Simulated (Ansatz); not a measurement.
**Lattice dynamics of Mg3SnO (built on the sites of a database entry of Sr3SnO)**

The cell of Mg3SnO (built on the sites of a database entry of Sr3SnO) is at rest. What are its phonons? After the zone centre comes a 4×4×4 q mesh on a 8×8×8 k mesh.

Main program and level: Ansatz 0.2.0; DFT RPBE, scalar-relativistic, plane waves, PAW.

The structure was built from a prototype and need not be the compound's stable phase.

## Step 1: The starting structure

It takes space group Pm-3m (No. 221, cubic). Conventional cell: a = 4.437 Å, b = 4.437 Å, c = 4.437 Å, α = 90.00°, β = 90.00°, γ = 90.00°. Mg has 2 O at 2.22 Å nearest. Nearest to Sn lie 12 Mg at 3.14 Å. Nearest to O lie 6 Mg at 2.22 Å. Farther neighbours and most contacts between anions are not listed.

## Step 2: Modes at Γ

The cell comes from relaxations at this level that are not shown. The zone centre comes first: it holds the modes that light can see, as far as symmetry allows. No field response is asked, since the mesh shows no gap.

Contents of input.yaml:

```yaml
crystal:
  lattice:
    - [4.4372553971, 0.0, 0.0]
    - [0.0, 4.4372553971, 0.0]
    - [0.0, 0.0, 4.4372553971]
  atoms:
    - { symbol: Mg, position: [0.0, 0.5, 0.5] }
    - { symbol: Mg, position: [0.5, 0.0, 0.5] }
    - { symbol: Mg, position: [0.5, 0.5, 0.0] }
    - { symbol: Sn, position: [0.0, 0.0, 0.0] }
    - { symbol: O, position: [0.5, 0.5, 0.5] }
kpoints:
  mp_grid: { grid: [8, 8, 8] }
hamiltonian:
  xc: rpbe
scf:
  occupations: { method: methfessel_paxton, width: 0.2 }
output:
  eigenvalues: true
phonons:
  method: dfpt
```

Launch:

```bash
> ansatz run input.yaml --threads 8 --pin off --max-ram 14336MiB --backend cpu --events-out ev --progress --plain --runs-dir out
```

Numbers of over 12 decimals in the logs are rounded to 6 here.

What it wrote:

```text
zone centre: on kpoints.mp_grid the ground state, and the responses unless they are solved on pairs of k-points, stand on 125 of the mesh's 512 k-points, reduced under 8 symmetry operations, with k and −k counted as one. Each operation leaves every solved displacement unchanged or reverses it
Engine: ansatz 0.2.0, x86_64-unknown-linux-gnu
Pseudopotentials: kind: paw
Pseudopotential: Mg, paw, valence charge 10, recommended cutoff 420 eV (normal), Mg.paw.azcp
Pseudopotential: Sn, paw, valence charge 14, recommended cutoff 420 eV (normal), Sn.paw.azcp
Pseudopotential: O, paw, valence charge 6, recommended cutoff 420 eV (normal), O.paw.azcp
Functional definition: RPBE
  parameter kappa = 0.804
  parameter beta = 0.066725
  exchange = rpbe_x(kappa = kappa, mu = beta*pi^2/3)
  correlation = pbe_c(beta = beta)
Crystal: 5 atoms, lattice volume = 87.366 Å³
Basis set: ecut = 420 eV, 1743 PW (Γ), exchange–correlation on 60×60×60 points (8 copies of the dense FFT grid, shifted against one another)
Bands: 30, of which v1, the nominal top of the filled ones, is band 25 counted from 1 (24 counted from 0)
Symmetry: 48 space group operations
k-points: 125 of 512 (irreducible under 8 space group operations)
Non-local potential: Mg, projectors of the file, l = 0: 3, l = 1: 2, l = 2: 1
Non-local potential: Sn, projectors of the file, l = 0: 2, l = 1: 2, l = 2: 2, l = 3: 2
Non-local potential: O, projectors of the file, l = 0: 2, l = 1: 2, l = 2: 1
PAW form: soft (Blöchl's): semilocal exchange-correlation on the pseudo side does not see the compensation charge
PAW frozen core: Mg, regenerated for the run's functional, and the local potential with it (the file was generated under x = pbe(κ = 0.804, μ = 0.219515), c = pbe(β = 0.066725))
PAW frozen core: Sn, regenerated for the run's functional, and the local potential with it (the file was generated under x = pbe(κ = 0.804, μ = 0.219515), c = pbe(β = 0.066725))
PAW frozen core: O, regenerated for the run's functional, and the local potential with it (the file was generated under x = pbe(κ = 0.804, μ = 0.219515), c = pbe(β = 0.066725))
PAW one-centre angular grid: Mg, 110 points (default); XC on 64 Gauss nodes
PAW one-centre angular grid: Sn, 590 points (default); XC on 64 Gauss nodes
PAW one-centre angular grid: O, 110 points (default); XC on 64 Gauss nodes
Initial density: superposition of atomic densities (neutral atoms: chi_scale 0, normalization atom), corrected by the library's trained network
Initial wavefunctions: pseudopotential atomic-orbital guess
Functional: x = rpbe, c = pbe(β = 0.066725)
SCF iter   1: F=—  HF=-12384.355175 eV  |F-HF|=—  |Δ(HF+E_count)|=         —  Δρ=5.23e-3  dr2=6.09e-2  ethr=1.77e-3  ⟨swp⟩=6.2  Hψ=17295  notcnv=0
preconditioner: auto → Kerker (q_TF=auto, 2.486 Å⁻¹)  [metal: Δε(μ)=0.106 eV  Ē_g=7.533 eV  σ=0.200 eV  W_gap=0.43  n_scr=26 (ndim 8)  ℏωp=14.9 eV  f_vac=0.000  D(μ)=0.66/eV (n_scr^D=0)]
SCF iter   2: F=—  HF=-12384.344296 eV  |F-HF|=—  |Δ(HF+E_count)|=   1.09e-2  S|Δr|=    0.00e0  Δρ=2.92e-3  dr2=2.27e-2  ethr=1.22e-4  ⟨swp⟩=1.2  Hψ=4776  notcnv=0  defer=1
preconditioner: auto → Resta (q_TF=auto, 2.486 Å⁻¹)  ε∞=4.9  [insulator: Δε(μ)=0.138 eV  Ē_g=7.563 eV  σ=0.200 eV  W_gap=0.55  n_scr=26 (ndim 8)  ℏωp=14.9 eV  f_vac=0.000  D(μ)=0.68/eV (n_scr^D=0)  ε∞_Penn≈4.9]
SCF iter   3: F=—  HF=-12384.338551 eV  |F-HF|=—  |Δ(HF+E_count)|=   5.75e-3  S|Δr|=    0.00e0  Δρ=1.77e-3  dr2=6.58e-3  ethr=4.54e-5  ⟨swp⟩=2.0  Hψ=4481  notcnv=0  defer=1
SCF iter   4: F=—  HF=-12384.336909 eV  |F-HF|=—  |Δ(HF+E_count)|=   1.64e-3  S|Δr|=    0.00e0  Δρ=6.38e-4  dr2=3.10e-4  ethr=1.32e-5  ⟨swp⟩=2.0  Hψ=4358  notcnv=0  defer=9
SCF iter   5: F=—  HF=-12384.336857 eV  |F-HF|=—  |Δ(HF+E_count)|=   5.20e-5  S|Δr|=    0.00e0  Δρ=1.65e-4  dr2=3.30e-5  ethr=6.20e-7  ⟨swp⟩=2.0  Hψ=4711  notcnv=0  defer=6
SCF iter   6: F=—  HF=-12384.336858 eV  |F-HF|=—  |Δ(HF+E_count)|=   6.83e-7  S|Δr|=    0.00e0  Δρ=2.07e-5  dr2=4.64e-7  ethr=6.61e-8  ⟨swp⟩=2.0  Hψ=4602  notcnv=0  defer=9
SCF iter   7: F=—  HF=-12384.336857 eV  |F-HF|=—  |Δ(HF+E_count)|=   9.23e-7  S|Δr|=    0.00e0  Δρ=5.38e-6  dr2=1.69e-8  ethr=9.27e-10  ⟨swp⟩=2.0  Hψ=5329  notcnv=0  defer=9
SCF iter   8: F=—  HF=-12384.336857 eV  |F-HF|=—  |Δ(HF+E_count)|=   3.86e-9  S|Δr|=    0.00e0  Δρ=1.31e-6  dr2=1.33e-9  ethr=3.38e-11  ⟨swp⟩=2.0  Hψ=6822  notcnv=0  defer=9
SCF iter   9: F=—  HF=-12384.336857 eV  |F-HF|=—  |Δ(HF+E_count)|=  2.67e-10  S|Δr|=    0.00e0  Δρ=3.02e-7  dr2=8.16e-11  ethr=2.66e-12  ⟨swp⟩=2.6  Hψ=6196  notcnv=0  defer=9
SCF iter  10: F=-12384.336857 eV  HF=-12384.336857 eV  |F-HF|=0.00e0  |Δ(HF+E_count)|=  2.00e-11  S|Δr|=    0.00e0  Δρ=4.03e-8  dr2=1.29e-12  ethr=1.00e-12  ⟨swp⟩=8.7  Hψ=18483  notcnv=0
SCF 1 converged in 10 iterations: F = -12384.336857 eV  dr2 = 1.29e-12
  greatest PAW one-centre occupation: 1.000 electrons in one spin orbital (limit 2), on the Mg atom at site 1 (counted from 0), in its partial waves of l = 0
DFPT response loops at Γ: preconditioner auto → Kerker (q_TF=auto, 2.486 Å⁻¹) (partly filled bands, converged f_vac=0.000); β = 1.00, the filter's whole step (`scf.mixing.beta` (0.50) is not read by the response loops under this deck's `scf.mixing.preconditioner`; to damp them name `kerker` or `kerker_dos`, under which they read `scf.mixing.beta`, and type it under 1.00, their step now; both keys bind the ground state too); Broyden in place of MSR1
SCF converged after 10 iterations
Stability not checked: this state was not tested for a lower state beside it, because cold or Methfessel-Paxton smearing, or corrected tetrahedra, fill the levels in a way that the test cannot read (fill_not_monotonic; see scf.lower_state_search)
Free energy (F): -12384.336857 eV
Harris-Foulkes:  -12384.336857 eV  (|F-HF|=0.00e0)
Internal energy: -12384.337571 eV  (E = F + TS)
E sigma→0 (E₀):  -12384.337036 eV
Entropy (-TS):   0.000714 eV (0.143 meV/atom)
Fermi energy:    9.236050 eV
--- Per-component energies (eV) ---
  E_band       = -1087.969056
  E_kinetic    = 591.583941
  E_local      = -5708.866667  (includes V_loc(G=0)·N_el)
  E_nonlocal   = 299.642362
  E_hartree    = 2255.005587
  E_xc         = -545.533069
  E_vxc        = -303.583861  (∫ρ·V_xc dr)
  E_paw        = -5191.188440  (= ΣΔE_a)
  E_vpaw       = -476.758323  (= ΣTr[D̂ρ^β])
  E_aug_tail   = 0.002350  (compensation charges beyond the density's cutoff)
  E_ewald      = -4084.912385
  E_core_change = -0.071250  (= ΣΔE_core)
  E_smearing   = 0.000714  (= −TS)
  E_closure    = -0.000000  (closes the sum)
  Σ components = -12384.336857   (vs F -12384.336857, Δ=0.00e0)
--- Band table (eV; the first three rows and the last of 125) ---
  k-point 0: bands = [... 21 lower, 3.7506, 8.8618, 8.8618, 8.8618, 9.8213, 9.8213, 10.6582, 15.1470, ... 1 higher]
  k-point 1: bands = [... 21 lower, 3.7748, 7.7378, 8.8465, 8.8465, 9.9283, 10.3668, 11.6473, 14.3444, ... 1 higher]
  k-point 2: bands = [... 21 lower, 3.8349, 6.3900, 8.8022, 8.8022, 10.2397, 10.9429, 13.5732, 13.5732, ... 1 higher]
  k-point 124: bands = [... 21 lower, 3.3278, 5.9333, 5.9333, 5.9333, 10.7044, 10.7044, 10.7044, 12.7056, ... 1 higher]
--- Phonons (Γ-DFPT): 4 representative perturbations + reference, on 125 of 512 k-points (Σ response iterations 13) ---
  k mesh reduced under 8 symmetry operations, with k and −k counted as one. Each operation leaves every solved displacement unchanged or reverses it
  ASR residual: 1.003e-3 → 0.000e0 eV/Å²; symmetrization residual: 4.796e-6 eV/Å²
  ASR residual per site (eV/Å²): 7.65e-4 7.65e-4 7.65e-4 3.74e-5 1.00e-3
  Γ frequencies (cm⁻¹): 0.00 0.00 0.00 144.08 144.08 144.08 172.51 172.51 172.51 247.41 247.41 247.41 281.53 281.53 281.53
  non-analytic LO–TO correction: not included (Born effective charges unavailable; polar crystals: no LO–TO splitting at Γ)
```

Elapsed: 15 s, on 8 threads of Intel Xeon Platinum 8375C at 2.90GHz (Ice Lake), shared host; peak memory 1.4 GiB; 1.7 min of CPU time.

The column dr2 measures how far the density is from self-consistency, as an energy; F and HF (Harris–Foulkes) agree once it is small.

This step gave:

| Property | Result |
| --- | --- |
| volume per atom | 17.47 Å³ |
| gap on the k-mesh | 0 eV |
| sum-rule residual before enforcement | 0.001003 eV/Å² |
| point group | m-3m |
| highest optical mode at the zone centre (no LO-TO term) | 281.5 cm⁻¹ |
| lowest optical zone-centre mode | 144.1 cm⁻¹ |

Patterns of degenerate modes are one choice out of their space. The modes at Γ (shares of kinetic energy by element, %):

```
mode  frequency (cm⁻¹)  symmetry  Mg %  Sn %  O %
   1               0.0  acoustic    35    57    8
   2               0.0  acoustic    35    57    8
   3               0.0  acoustic    35    57    8
   4             144.1       T1u    58    40    1
   5             144.1       T1u    58    40    1
   6             144.1       T1u    58    40    1
   7             172.5       T2u   100     0    0
   8             172.5       T2u   100     0    0
   9             172.5       T2u   100     0    0
  10             247.4       T1u    40     1   59
  11             247.4       T1u    40     1   59
  12             247.4       T1u    40     1   59
  13             281.5       T1u    66     1   32
  14             281.5       T1u    66     1   32
  15             281.5       T1u    66     1   32
```

Displacements in mode 5 (144.1 cm⁻¹), the largest set to 1:
```
Mg1  0.00 -0.86 -0.79
Mg2  0.00 -1.00 -0.79
Mg3  0.00 -0.86 -0.92
Sn4  0.00  0.59  0.55
O5   0.00 -0.27 -0.25
```

Displacements in mode 14 (281.5 cm⁻¹), the largest set to 1:
```
Mg1  0.00 -0.36 -0.15
Mg2  0.00  1.00 -0.15
Mg3  0.00 -0.36  0.42
Sn4  0.00  0.07  0.03
O5   0.00 -0.97 -0.40
```

Before it was imposed, the acoustic sum rule was missed by 0.0010 eV/Å². Small misses are needed for a sound result but don't prove that mesh and cutoff are converged. The lowest optical mode is real, 144 cm⁻¹.

(Part 1 of 3 ends here.)

[Logs are printed without paths, hosts, clocks, repeated set-up lines and the standing remarks that a program may print on its own settings, such as how far it seeks lower states.]

[Hosts, paths, dates, database ids (printed as entryN), source tags and the programs' standing remarks are cut or masked in the printed files.]
